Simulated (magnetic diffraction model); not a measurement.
## Magnetic neutron pattern of CeSn₄Ru

Space group P-6m2 (no. 187), a = 5.9890 Å, c = 5.1460 Å.

```
site  atom       x       y    z
  1a    Ce       0       0    0
  3k    Sn  0.4958  0.5042  1/2
  1e    Sn     2/3     1/3    0
  1c    Ru     1/3     2/3    0
```

The compound is invented for this exercise: a known structure type with other elements, its cell scaled to their sizes and not relaxed.

Only Ce is taken to order (form factors of Ce3+); orders and moment sizes are assumed, and not adapted to the symmetry. Radiation: neutrons of λ = 2.52 Å, 8° to 90°; isotropic B of 0.41 Å² (Ce), 0.38 Å² (Sn) and 0.51 Å² (Ru). Simulated constant-wavelength pattern: nuclear and magnetic terms add, the magnetic one as |2.695 fm × Σ f S⊥ exp(2πi Q·r) exp(−B s²)|², summed over all Q at one angle with the factor 1/(sin²θ cos θ). For collinear order S is the moment m, which repeats by lattice and centring translations R with the sign exp(−2πi k·R). Free-ion form factors, Sears's scattering lengths of 1992, no absorption; a label names one of the reflections at its angle. The strongest nuclear line in the range is 100, and lines under 0.2 are left out.

Assume the order k = (0 1/2 1/2), collinear moments along [100], 1.8 μB on Ce.

Q: Where does magnetic intensity appear, and how strong is it?

| 2θ (°) | index | nuclear | magnetic |
| --- | --- | --- | --- |
| 19.86 | (0 1/2 1/2) | 0.0 | 9.3 |
| 28.12 | (1 0 0) | 20.8 | 0.0 |
| 28.18 | (1 -1/2 1/2) | 0.0 | 1.1 |
| 40.23 | (1 1/2 1/2) | 0.0 | 2.7 |
| 40.35 | (1 0 1) | 6.3 | 0.0 |
| 45.22 | (0 3/2 1/2) | 0.0 | 1.7 |
| 45.52 | (0 1/2 3/2) | 0.0 | 1.7 |
| 49.77 | (1 1 0) | 15.6 | 0.0 |
| 50.08 | (1 -1/2 3/2) | 0.0 | 1.0 |
| 54.10 | (2 -1/2 1/2) | 0.0 | 0.3 |
| 58.14 | (2 0 0) | 24.3 | 0.0 |
| 58.26 | (1 1 1) | 100.0 | 0.0 |
| 58.42 | (1 1/2 3/2) | 0.0 | 1.6 |
| 58.64 | (0 0 2) | 37.9 | 0.0 |
| 62.31 | (0 3/2 3/2) | 0.0 | 0.9 |
| 65.83 | (1 3/2 1/2) | 0.0 | 1.3 |
| 65.92 | (2 0 1) | 58.6 | 0.0 |
| 66.28 | (1 0 2) | 9.2 | 0.0 |
| 69.49 | (2 1/2 1/2) | 0.0 | 0.6 |
| 69.72 | (2 -1/2 3/2) | 0.0 | 0.6 |
| 76.57 | (0 5/2 1/2) | 0.0 | 0.6 |
| 77.23 | (0 1/2 5/2) | 0.0 | 0.6 |
| 79.99 | (2 1 0) | 7.0 | 0.0 |
| 80.24 | (1 3/2 3/2) | 0.0 | 0.9 |
| 80.43 | (1 1 2) | 15.2 | 0.0 |
| 80.67 | (1 -1/2 5/2) | 0.0 | 0.5 |
| 83.65 | (2 1/2 3/2) | 0.0 | 0.6 |
| 86.91 | (2 1 1) | 4.7 | 0.0 |
| 87.23 | (2 0 2) | 28.3 | 0.0 |
| 87.47 | (1 1/2 5/2) | 0.0 | 0.8 |

The strongest magnetic line in the range is (0 1/2 1/2) at 19.86° (9.3). On top of the Lorentz factor, which all lines share, magnetic lines fade with angle because f falls: for Ce3+ it is 0.96, 0.86, 0.71 and 0.43 at sin θ/λ = 0.1, 0.2, 0.3 and 0.5 Å⁻¹, while nuclear lengths stay constant. The order has no net moment.

[Logs are printed without paths, hosts, clocks, repeated set-up lines and the standing remarks that a program may print on its own settings, such as how far it seeks lower states.]
